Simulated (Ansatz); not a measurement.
# Elastic response of amorphous Si0.9Ge0.1 (122 atoms), part 2 of 3

Aim: relax amorphous Si0.9Ge0.1 (122 atoms), then change its volume to read the bulk modulus from the stress.

Ansatz 0.2.0; Kohn-Sham DFT, revPBE, PAW (set soft_1), plane waves.

The cell: 110 Si and 12 Ge. The quench rate of 200 K/ps is many orders above laboratory rates. The network of bonds at the start is that of the classical potential that made the cell. The Brillouin zone is sampled at Γ only.

So far. Step 2 (Single point at the start): The r.m.s. force at the start is 0.54 eV/Å.

## Step 3: Cell and atoms relaxed

Cell and atoms are freed together, to release stress as well as forces.

Contents of input.yaml:

```yaml
crystal:
  lattice:
    - [13.6169, 0.0, 0.0]
    - [0.0, 13.6169, 0.0]
    - [0.0, 0.0, 13.6169]
  atoms:
    [... the 122 atom lines of step 2 ...]
kpoints:
  mp_grid: { grid: [1, 1, 1] }
hamiltonian:
  xc: revpbe
  pseudopotentials: { kind: paw, azcp: { folder: soft_1 } }
scf:
  occupations: { method: gaussian, width: 0.025 }
output:
  forces: true
relax:
  f_tol: 0.05
  max_steps: 150
  cell: {}
```

Launch:

```sh
> ansatz run input.yaml --threads 4 --pin off --max-ram 8192MiB --backend cpu --events-out ev --progress --plain --runs-dir out
```

Numbers of over 12 decimals in the logs are rounded to 6 here.

Output:

```text
[...]
Crystal: 122 atoms, lattice volume = 2524.845 Å³
Basis set: ecut = 420 eV, 49317 PW (Γ), exchange–correlation on 192×192×192 points (8 copies of the dense FFT grid, shifted against one another)
Bands: 426, of which v1, the nominal top of the filled ones, is band 304 counted from 1 (303 counted from 0)
Symmetry: 1 space group operations
[...]
k-points: 1
[...]
SCF iter   1: F=—  HF=-121741.924539 eV  |F-HF|=—  |Δ(HF+E_count)|=         —  Δρ=3.99e-2  dr2=7.35e1  ethr=3.10e-3  ⟨swp⟩=6.0  Hψ=1901  notcnv=0  defer=80
[...]
SCF iter  12: F=—  HF=-121730.829960 eV  |F-HF|=—  |Δ(HF+E_count)|=   2.43e-6  Δρ=1.85e-6  dr2=2.88e-7  ethr=3.70e-10  ⟨swp⟩=3.0  Hψ=615  notcnv=0  defer=113
SCF iter  13: F=-121730.829960 eV  HF=-121730.829960 eV  |F-HF|=9.81e-9  |Δ(HF+E_count)|=   3.75e-7  Δρ=9.41e-7  dr2=6.86e-8  ethr=1.64e-11  ⟨swp⟩=5.0  Hψ=1300  notcnv=0
SCF 1 converged in 13 iterations: F = -121730.829960 eV  dr2 = 6.86e-8
[...]
relax step   1: F+E_penalty+E_count = -121730.82995994 eV  Δ(F+E_penalty+E_count) = +0.000e0 eV  max|allowed force component| = 1.825e0 eV/Å  Δτ_max = 0.0000 Å  P = +0.246 GPa  Ω = 2524.845 Å³  (13 SCF iters, dr2 threshold 1.00e-7 eV, accepted)
[... from here on, the SCF cycles and remarks between the steps are left out ...]
relax step   2: F+E_penalty+E_count = -121736.05239500 eV  Δ(F+E_penalty+E_count) = -5.222e0 eV  max|allowed force component| = 8.113e-1 eV/Å  Δτ_max = 0.1948 Å  P = +0.172 GPa  Ω = 2519.132 Å³  energy of the carried Pulay correction = +2.321e-4 eV  (7 SCF iters, dr2 threshold 1.22e-5 eV, accepted)
relax step   3: F+E_penalty+E_count = -121737.56840117 eV  Δ(F+E_penalty+E_count) = -1.516e0 eV  max|allowed force component| = 5.720e-1 eV/Å  Δτ_max = 0.1944 Å  P = +0.124 GPa  Ω = 2526.628 Å³  energy of the carried Pulay correction = -7.233e-5 eV  (7 SCF iters, dr2 threshold 1.22e-5 eV, accepted)
relax step   4: F+E_penalty+E_count = -121738.04710003 eV  Δ(F+E_penalty+E_count) = -4.787e-1 eV  max|allowed force component| = 3.841e-1 eV/Å  Δτ_max = 0.2000 Å  P = -0.037 GPa  Ω = 2539.501 Å³  energy of the carried Pulay correction = -5.931e-4 eV  (6 SCF iters, dr2 threshold 1.22e-5 eV, accepted)
relax step   5: F+E_penalty+E_count = -121738.42035759 eV  Δ(F+E_penalty+E_count) = -3.733e-1 eV  max|allowed force component| = 3.320e-1 eV/Å  Δτ_max = 0.1932 Å  P = -0.033 GPa  Ω = 2545.521 Å³  energy of the carried Pulay correction = -8.357e-4 eV  (6 SCF iters, dr2 threshold 9.22e-6 eV, accepted)
relax step   6: F+E_penalty+E_count = -121738.69608258 eV  Δ(F+E_penalty+E_count) = -2.757e-1 eV  max|allowed force component| = 3.552e-1 eV/Å  Δτ_max = 0.1941 Å  P = -0.025 GPa  Ω = 2548.577 Å³  energy of the carried Pulay correction = -9.586e-4 eV  (6 SCF iters, dr2 threshold 6.89e-6 eV, accepted)
relax step   7: F+E_penalty+E_count = -121738.97201959 eV  Δ(F+E_penalty+E_count) = -2.759e-1 eV  max|allowed force component| = 2.697e-1 eV/Å  Δτ_max = 0.1951 Å  P = -0.028 GPa  Ω = 2550.593 Å³  energy of the carried Pulay correction = -1.040e-3 eV  (6 SCF iters, dr2 threshold 7.89e-6 eV, accepted)
relax step   8: F+E_penalty+E_count = -121739.24588911 eV  Δ(F+E_penalty+E_count) = -2.739e-1 eV  max|allowed force component| = 7.554e-1 eV/Å  Δτ_max = 0.1971 Å  P = -0.021 GPa  Ω = 2554.876 Å³  energy of the carried Pulay correction = -1.212e-3 eV  (7 SCF iters, dr2 threshold 4.55e-6 eV, accepted)
relax step   9: F+E_penalty+E_count = -121739.49764392 eV  Δ(F+E_penalty+E_count) = -2.518e-1 eV  max|allowed force component| = 5.324e-1 eV/Å  Δτ_max = 0.1906 Å  P = -0.060 GPa  Ω = 2559.942 Å³  energy of the carried Pulay correction = -1.415e-3 eV  (6 SCF iters, dr2 threshold 1.22e-5 eV, accepted)
relax step  10: F+E_penalty+E_count = -121739.67716065 eV  Δ(F+E_penalty+E_count) = -1.795e-1 eV  max|allowed force component| = 2.828e-1 eV/Å  Δτ_max = 0.1491 Å  P = -0.077 GPa  Ω = 2564.462 Å³  energy of the carried Pulay correction = -1.595e-3 eV  (6 SCF iters, dr2 threshold 1.22e-5 eV, accepted)
relax step  11: F+E_penalty+E_count = -121739.81450560 eV  Δ(F+E_penalty+E_count) = -1.373e-1 eV  max|allowed force component| = 3.238e-1 eV/Å  Δτ_max = 0.1306 Å  P = +0.014 GPa  Ω = 2561.374 Å³  energy of the carried Pulay correction = -1.472e-3 eV  (7 SCF iters, dr2 threshold 5.00e-6 eV, accepted)
relax step  12: F+E_penalty+E_count = -121739.96700484 eV  Δ(F+E_penalty+E_count) = -1.525e-1 eV  max|allowed force component| = 3.409e-1 eV/Å  Δτ_max = 0.1576 Å  P = +0.005 GPa  Ω = 2565.910 Å³  energy of the carried Pulay correction = -1.653e-3 eV  (7 SCF iters, dr2 threshold 6.55e-6 eV, accepted)
relax step  13: F+E_penalty+E_count = -121740.13281742 eV  Δ(F+E_penalty+E_count) = -1.658e-1 eV  max|allowed force component| = 2.334e-1 eV/Å  Δτ_max = 0.1729 Å  P = +0.002 GPa  Ω = 2572.387 Å³  energy of the carried Pulay correction = -1.911e-3 eV  (6 SCF iters, dr2 threshold 7.26e-6 eV, accepted)
[...]
relax step  24: F+E_penalty+E_count = -121740.91979820 eV  Δ(F+E_penalty+E_count) = -5.438e-2 eV  max|allowed force component| = 1.509e-1 eV/Å  Δτ_max = 0.1000 Å  P = -0.013 GPa  Ω = 2571.405 Å³  energy of the carried Pulay correction = -1.872e-3 eV  (6 SCF iters, dr2 threshold 1.27e-6 eV, accepted)
relax step  25: F+E_penalty+E_count = -121740.97857851 eV  Δ(F+E_penalty+E_count) = -5.878e-2 eV  max|allowed force component| = 1.701e-1 eV/Å  Δτ_max = 0.1446 Å  P = -0.031 GPa  Ω = 2573.344 Å³  energy of the carried Pulay correction = -1.950e-3 eV  (7 SCF iters, dr2 threshold 1.42e-6 eV, accepted)
relax step  26: F+E_penalty+E_count = -121741.03861363 eV  Δ(F+E_penalty+E_count) = -6.004e-2 eV  max|allowed force component| = 2.651e-1 eV/Å  Δτ_max = 0.1926 Å  P = -0.039 GPa  Ω = 2573.742 Å³  energy of the carried Pulay correction = -1.965e-3 eV  (7 SCF iters, dr2 threshold 1.81e-6 eV, accepted)
relax step  27: F+E_penalty+E_count = -121741.08163809 eV  Δ(F+E_penalty+E_count) = -4.302e-2 eV  max|allowed force component| = 6.412e-1 eV/Å  Δτ_max = 0.1537 Å  P = +0.021 GPa  Ω = 2570.372 Å³  energy of the carried Pulay correction = -1.831e-3 eV  (6 SCF iters, dr2 threshold 4.39e-6 eV, accepted)
relax step  28: F+E_penalty+E_count = -121741.12635535 eV  Δ(F+E_penalty+E_count) = -4.472e-2 eV  max|allowed force component| = 2.454e-1 eV/Å  Δτ_max = 0.1349 Å  P = +0.047 GPa  Ω = 2569.431 Å³  energy of the carried Pulay correction = -1.794e-3 eV  (6 SCF iters, dr2 threshold 1.22e-5 eV, accepted)
relax step  29: F+E_penalty+E_count = -121741.16799228 eV  Δ(F+E_penalty+E_count) = -4.164e-2 eV  max|allowed force component| = 1.341e-1 eV/Å  Δτ_max = 0.0917 Å  P = -0.029 GPa  Ω = 2572.541 Å³  energy of the carried Pulay correction = -1.918e-3 eV  (6 SCF iters, dr2 threshold 3.76e-6 eV, accepted)
relax step  30: F+E_penalty+E_count = -121741.19424767 eV  Δ(F+E_penalty+E_count) = -2.626e-2 eV  max|allowed force component| = 1.580e-1 eV/Å  Δτ_max = 0.0616 Å  P = -0.017 GPa  Ω = 2572.105 Å³  energy of the carried Pulay correction = -1.900e-3 eV  (6 SCF iters, dr2 threshold 1.12e-6 eV, accepted)
relax step  31: F+E_penalty+E_count = -121741.24487758 eV  Δ(F+E_penalty+E_count) = -5.063e-2 eV  max|allowed force component| = 2.918e-1 eV/Å  Δτ_max = 0.1012 Å  P = +0.002 GPa  Ω = 2571.723 Å³  energy of the carried Pulay correction = -1.885e-3 eV  (7 SCF iters, dr2 threshold 1.56e-6 eV, accepted)
relax step  32: F+E_penalty+E_count = -121741.33879824 eV  Δ(F+E_penalty+E_count) = -9.392e-2 eV  max|allowed force component| = 3.762e-1 eV/Å  Δτ_max = 0.1289 Å  P = -0.004 GPa  Ω = 2572.950 Å³  energy of the carried Pulay correction = -1.934e-3 eV  (6 SCF iters, dr2 threshold 5.32e-6 eV, accepted)
relax step  33: F+E_penalty+E_count = -121741.45428086 eV  Δ(F+E_penalty+E_count) = -1.155e-1 eV  max|allowed force component| = 1.401e-1 eV/Å  Δτ_max = 0.1948 Å  P = -0.007 GPa  Ω = 2574.593 Å³  energy of the carried Pulay correction = -1.999e-3 eV  (6 SCF iters, dr2 threshold 8.84e-6 eV, accepted)
relax step  34: F+E_penalty+E_count = -121741.32375900 eV  Δ(F+E_penalty+E_count) = +1.305e-1 eV  max|allowed force component| = 3.543e-1 eV/Å  Δτ_max = 0.1951 Å  P = +0.028 GPa  Ω = 2573.842 Å³  energy of the carried Pulay correction = -1.969e-3 eV  (7 SCF iters, dr2 threshold 1.23e-6 eV, rejected (line search))
relax step  35: F+E_penalty+E_count = -121741.47966278 eV  Δ(F+E_penalty+E_count) = -2.538e-2 eV  max|allowed force component| = 8.164e-2 eV/Å  Δτ_max = 0.0918 Å  P = -0.003 GPa  Ω = 2575.138 Å³  energy of the carried Pulay correction = -2.021e-3 eV  (11 SCF iters, accepted)
relax step  36: F+E_penalty+E_count = -121741.48431665 eV  Δ(F+E_penalty+E_count) = -4.654e-3 eV  max|allowed force component| = 3.437e-2 eV/Å  Δτ_max = 0.0181 Å  P = +0.007 GPa  Ω = 2574.466 Å³  energy of the carried Pulay correction = -1.994e-3 eV  (6 SCF iters, dr2 threshold 4.17e-7 eV, accepted)
relax step  37: F+E_penalty+E_count = -121741.48661354 eV  Δ(F+E_penalty+E_count) = -2.297e-3 eV  max|allowed force component| = 3.436e-2 eV/Å  Δτ_max = 0.0000 Å  P = +0.007 GPa  Ω = 2574.466 Å³  stress off target by 2.92e-2 GPa  SCF on the basis re-selected at this cell (its energy is not comparable with the rows above)  (6 SCF iters)
basis re-selected at this cell: Δ(F+E_penalty+E_count) = -2.297e-3 eV, ΔP = +0.000 GPa vs the last step (what re-selecting the basis moved, of the pressure what is left beyond the Pulay correction that the steps carried, after the strain that the cell walked since its last selection, [...]
SCF converged after 6 iterations
Free energy (F): -121741.486614 eV
[...]
Internal energy: -121741.486517 eV  (E = F + TS)
E sigma→0 (E₀):  -121741.486565 eV
Entropy (-TS):   -0.000096 eV (-0.001 meV/atom)
Fermi energy:    6.345959 eV
[...]
Σ components = -121741.486614   (vs F -121741.486614, Δ=0.00e0)
--- Forces (eV/Å), atoms counted from 1 ---
  atom   1  Si     0.00444821     0.00498686     0.00571560
  atom   2  Si     0.00300213    -0.00077328    -0.00603616
  atom   3  Si     0.02667404     0.02526974    -0.01162574
  atom   4  Si    -0.00257774    -0.00962807     0.00209413
[...]
atom 122  Ge     0.00369995     0.00217114     0.00052041
  max |Σ_I F_I| component: 7.93e-7 eV/Å
--- Stress (GPa, compression-positive) ---
        0.021925      -0.012574       0.002387
       -0.012574       0.005539      -0.003582
        0.002387      -0.003582      -0.005286
  P = ⅓ Tr σ = 0.0074 GPa (0.074 kbar)
--- Relaxed structure (36 steps of the walk, 33 accepted, 1 SCFs on fresh bases) ---
  F+E_penalty+E_count = -121741.48661354 eV   max|allowed force component| = 3.436e-2 eV/Å   (the final SCF, on the basis selected at the relaxed cell)
  cell:  # Å, volume = 2574.4663 Å³
    - [13.821627, -0.030519, -0.119402]
    - [-0.030519, 14.024678, 0.247883]
    - [-0.119402, 0.247883, 13.286601]
  atoms:
    - { symbol: Si, position: [0.587774, 0.533307, 0.047347] }
    - { symbol: Si, position: [0.958782, 0.312164, 0.258779] }
    - { symbol: Si, position: [0.508139, 0.718861, 0.494386] }
    - { symbol: Si, position: [0.269274, 0.770807, 0.640261] }
[...]
- { symbol: Ge, position: [0.121260, 0.306252, 0.196308] }
```

Wall time 19 min (4 threads of Arm Neoverse V1, shared host); peak memory 3 GiB.

The relaxation converged after 36 steps, with a largest force component of 0.034 eV/Å.

## Step 4: Single point at the relaxed geometry

The electronic structure is read at the final geometry, in a run of its own.

Contents of input.yaml:

```yaml
crystal:
  lattice:
    - [13.82163, -0.03052, -0.1194]
    - [-0.03052, 14.02468, 0.24788]
    - [-0.1194, 0.24788, 13.2866]
  atoms:
    - { symbol: Si, position: [0.58777, 0.53331, 0.04735] }
    - { symbol: Si, position: [0.95878, 0.31216, 0.25878] }
    - { symbol: Si, position: [0.50814, 0.71886, 0.49439] }
    - { symbol: Si, position: [0.26927, 0.77081, 0.64026] }
    - { symbol: Si, position: [0.66202, 0.41189, 0.62318] }
    - { symbol: Si, position: [0.61423, 0.92608, 0.31475] }
    [... 110 atom lines left out ...]
    - { symbol: Ge, position: [0.83052, 0.31283, 0.94652] }
    - { symbol: Ge, position: [0.96871, 0.86, 0.44124] }
    - { symbol: Ge, position: [0.86606, 0.94448, 0.56251] }
    - { symbol: Ge, position: [0.04895, 0.88389, 0.15762] }
    - { symbol: Ge, position: [0.83218, 0.29914, 0.4657] }
    - { symbol: Ge, position: [0.12126, 0.30625, 0.19631] }
kpoints:
  mp_grid: { grid: [1, 1, 1] }
hamiltonian:
  xc: revpbe
  pseudopotentials: { kind: paw, azcp: { folder: soft_1 } }
scf:
  occupations: { method: gaussian, width: 0.025 }
output:
  forces: true
  stress: true
  populations: intrinsic
  dos:
    method: { smearing: { sigma: 0.08 } }
    de: 0.1
    projected: { site_lists: { Ge: [Ge], Si: [Si] } }
  eigenvalues: true
  write_density: true
  write_potential: true
  volumetric_format: npy
```

Output:

```text
[...]
Crystal: 122 atoms, lattice volume = 2574.467 Å³
Basis set: ecut = 420 eV, 50297 PW (Γ), exchange–correlation on 192×192×180 points (8 copies of the dense FFT grid, shifted against one another)
Bands: 426, of which v1, the nominal top of the filled ones, is band 304 counted from 1 (303 counted from 0)
Symmetry: 1 space group operations
[...]
k-points: 1
[...]
SCF iter   1: F=—  HF=-121753.447748 eV  |F-HF|=—  |Δ(HF+E_count)|=         —  Δρ=4.11e-2  dr2=6.91e1  ethr=3.10e-3  ⟨swp⟩=6.0  Hψ=1895  notcnv=0  defer=81
[...]
SCF iter  13: F=-121741.486607 eV  HF=-121741.486607 eV  |F-HF|=1.41e-8  |Δ(HF+E_count)|=   2.13e-7  Δρ=4.56e-7  dr2=1.49e-8  ethr=1.64e-11  ⟨swp⟩=22.0  Hψ=4186  notcnv=0
SCF 1 converged in 13 iterations: F = -121741.486607 eV  dr2 = 1.49e-8
[...]
SCF converged after 13 iterations
Free energy (F): -121741.486607 eV
[...]
Internal energy: -121741.486511 eV  (E = F + TS)
E sigma→0 (E₀):  -121741.486559 eV
Entropy (-TS):   -0.000096 eV (-0.001 meV/atom)
Fermi energy:    6.345964 eV
[...]
--- Forces (eV/Å), atoms counted from 1 ---
  atom   1  Si     0.00571626     0.00492534     0.00551822
  atom   2  Si     0.00311441    -0.00081945    -0.00601142
  atom   3  Si     0.02672246     0.02514577    -0.01215831
  atom   4  Si    -0.00254121    -0.01001506     0.00224295
  atom   5  Si     0.00323021    -0.00234883    -0.01048217
  atom   6  Si    -0.00360042     0.00554027    -0.00080857
  atom   7  Si    -0.00243102     0.00078409    -0.00551528
  atom   8  Si     0.00617535     0.00749626    -0.00517525
  atom   9  Si     0.00498511    -0.00364157     0.00330413
  atom  10  Si     0.00066193     0.00965598     0.00760771
  atom  11  Si     0.00070840    -0.01468535    -0.00508679
  atom  12  Si     0.00300944    -0.00545760     0.01401331
  atom  13  Si    -0.00103461    -0.00248092     0.00087147
  atom  14  Si     0.00226692    -0.00577643     0.00262612
[...]
atom 121  Ge     0.00471867     0.00630656     0.00389061
  atom 122  Ge     0.00418847     0.00278034     0.00047754
  max |Σ_I F_I| component: 5.34e-6 eV/Å
--- Stress (GPa, compression-positive) ---
        0.022195      -0.012367       0.002343
       -0.012367       0.005279      -0.003670
        0.002343      -0.003670      -0.005206
  P = ⅓ Tr σ = 0.0074 GPa (0.074 kbar)
--- Band table (eV) ---
[...]
--- intrinsic populations: 122 sites ---
  site symbol       q [e]
     0     Si      4.0231
     1     Si      4.0032
     2     Si      4.0175
[...]
121     Ge     14.1403
  spilling = 0.000000 (of n_electrons = 608.000000)
```

Wall time 67 s (4 threads); peak memory 3.1 GiB.

Read from the output:

```yaml
free_energy: -121741.4866 eV
free_energy_per_atom: -997.8810 eV/atom
scf_cycles: 13
pressure: 0.007423 GPa
r_m_s_force_component: 0.00692 eV/Å
longest_force: 0.04113 eV/Å
fermi_energy: 6.346 eV
spacing_of_highest_filled_and_lowest_empty_level: 0.1192 eV
```

## Step 5: Volume -3 %

The relaxed cell is scaled evenly and the atoms are relaxed again; the stress at the end gives one point of P(V).

input.yaml, the sections that differ from step 4:

```yaml
crystal:
  lattice:
    - [13.68201, -0.03021, -0.11819]
    - [-0.03021, 13.88301, 0.24538]
    - [-0.11819, 0.24538, 13.15238]
  atoms:
    [... the 122 atom lines of step 4 ...]
output:
  forces: true
  eigenvalues: true
  stress: true
relax:
  f_tol: 0.05
  max_steps: 70
# kpoints, hamiltonian, scf: as in step 4
```

Output:

```text
Warning: output.stress: scf.convergence.dr2_threshold = 1e-7 eV (the SCF's general default) is looser than the 1.08e-8 eV advised for a printed stress (1e-10 eV for each atom of the cell: 122, of which 108 are counted). What an SCF threshold leaves in a stress goes as its square root, and in the free energy as the threshold itself, and one threshold admits the most on a small cell: [...]
[...]
Crystal: 122 atoms, lattice volume = 2497.233 Å³
Basis set: ecut = 420 eV, 48805 PW (Γ), exchange–correlation on 192×192×180 points (8 copies of the dense FFT grid, shifted against one another)
Bands: 426, of which v1, the nominal top of the filled ones, is band 304 counted from 1 (303 counted from 0)
Symmetry: 1 space group operations
[...]
k-points: 1
[...]
SCF iter   1: F=—  HF=-121753.793819 eV  |F-HF|=—  |Δ(HF+E_count)|=         —  Δρ=4.27e-2  dr2=7.14e1  ethr=3.10e-3  ⟨swp⟩=6.0  Hψ=1904  notcnv=0  defer=85
[...]
SCF iter   9: F=—  HF=-121740.896812 eV  |F-HF|=—  |Δ(HF+E_count)|=   3.05e-4  Δρ=1.74e-5  dr2=1.67e-5  ethr=1.82e-8  ⟨swp⟩=2.0  Hψ=602  notcnv=0  defer=114
SCF iter  10: F=-121740.896852 eV  HF=-121740.896855 eV  |F-HF|=2.69e-6  |Δ(HF+E_count)|=   4.34e-5  Δρ=9.79e-6  dr2=4.01e-6  ethr=2.75e-9  ⟨swp⟩=17.0  Hψ=2764  notcnv=0
SCF 1 converged in 10 iterations: F = -121740.896852 eV  dr2 = 4.01e-6
[...]
relax step   1: F+E_penalty+E_count = -121740.89685232 eV  Δ(F+E_penalty+E_count) = +0.000e0 eV  max|allowed force component| = 2.582e-1 eV/Å  Δτ_max = 0.0000 Å  (10 SCF iters, dr2 threshold 6.25e-5 eV, accepted)
[...]
relax step   2: F+E_penalty+E_count = -121740.97637776 eV  Δ(F+E_penalty+E_count) = -7.953e-2 eV  max|allowed force component| = 1.153e-1 eV/Å  Δτ_max = 0.0416 Å  (6 SCF iters, dr2 threshold 4.17e-6 eV, accepted)
[...]
relax step   3: F+E_penalty+E_count = -121740.99900676 eV  Δ(F+E_penalty+E_count) = -2.263e-2 eV  max|allowed force component| = 5.872e-2 eV/Å  Δτ_max = 0.0455 Å  (7 SCF iters, accepted)
[...]
relax step   4: F+E_penalty+E_count = -121741.00526401 eV  Δ(F+E_penalty+E_count) = -6.257e-3 eV  max|allowed force component| = 2.708e-2 eV/Å  Δτ_max = 0.0243 Å  (7 SCF iters, accepted)
SCF converged after 7 iterations
Free energy (F): -121741.005264 eV
[...]
Internal energy: -121741.005197 eV  (E = F + TS)
E sigma→0 (E₀):  -121741.005230 eV
Entropy (-TS):   -0.000067 eV (-0.001 meV/atom)
Fermi energy:    6.661455 eV
[...]
Σ components = -121741.005264   (vs F -121741.005264, Δ=0.00e0)
--- Forces (eV/Å), atoms counted from 1 ---
  atom   1  Si     0.00403057     0.00031760    -0.00142007
  atom   2  Si     0.01672979     0.00237319     0.00434881
  atom   3  Si     0.01344690     0.00176633    -0.01416487
  atom   4  Si     0.00628496     0.00836653    -0.00388579
[...]
atom 122  Ge    -0.00453940     0.00532171     0.00099113
  max |Σ_I F_I| component: 2.68e-5 eV/Å
--- Stress (GPa, compression-positive) ---
        2.006485       0.024066      -0.047184
        0.024067       2.054712       0.008409
       -0.047184       0.008409       2.034041
  P = ⅓ Tr σ = 2.0317 GPa (20.317 kbar)
--- Band table (eV) ---
[...]
--- Relaxed structure (4 steps of the walk, 4 accepted, 0 SCFs on fresh bases) ---
  F+E_penalty+E_count = -121741.00526401 eV   max|allowed force component| = 2.708e-2 eV/Å
  atoms:
    - { symbol: Si, position: [0.589798, 0.530867, 0.044671] }
    - { symbol: Si, position: [0.957942, 0.311361, 0.258259] }
    - { symbol: Si, position: [0.506934, 0.721575, 0.494841] }
    - { symbol: Si, position: [0.268656, 0.772578, 0.640540] }
[...]
- { symbol: Ge, position: [0.121680, 0.305876, 0.197342] }
```

The job ended after 2.7 min (4 threads; peak memory 3.1 GiB).

The program notes that the SCF threshold is loose for the stress.

The relaxation converged after 4 steps, 0.108 eV below its start, with a largest force component of 0.027 eV/Å.

Volume -3 %: the energy stands 0.481 eV above that of the reference, at a pressure of 2.03 GPa.

## Step 6: Volume +3 %

The relaxed cell is scaled to another volume.

Input and log are left out; they have the form of those shown for this kind of step.

Wall time 2 min (4 threads of Arm Neoverse V1, shared host); peak memory 3.2 GiB; 7.8 min of CPU time.

The relaxation converged after 3 steps, 0.0839 eV below its start, with a largest force component of 0.044 eV/Å.

Volume +3 %: the energy stands 0.438 eV above that of the reference, at a pressure of -1.79 GPa.

## Step 7: Volume -6 %

The relaxed cell is scaled to another volume.

Input and log are left out; they have the form of those shown for this kind of step.

Wall time 4 min (4 threads of Arm Neoverse V1, shared host); peak memory 3 GiB; 16 min of CPU time.

The relaxation converged after 6 steps, 0.507 eV below its start, with a largest force component of 0.041 eV/Å.

Volume -6 %: the energy stands 1.98 eV above that of the reference, at a pressure of 4.22 GPa.

(Continued in part 3 of 3.)

[Logs are printed without paths, hosts, clocks, repeated set-up lines and the standing remarks that a program may print on its own settings, such as how far it seeks lower states.]

[Hosts, paths, dates, database ids (printed as entryN), source tags and the programs' standing remarks are cut or masked in the printed files.]
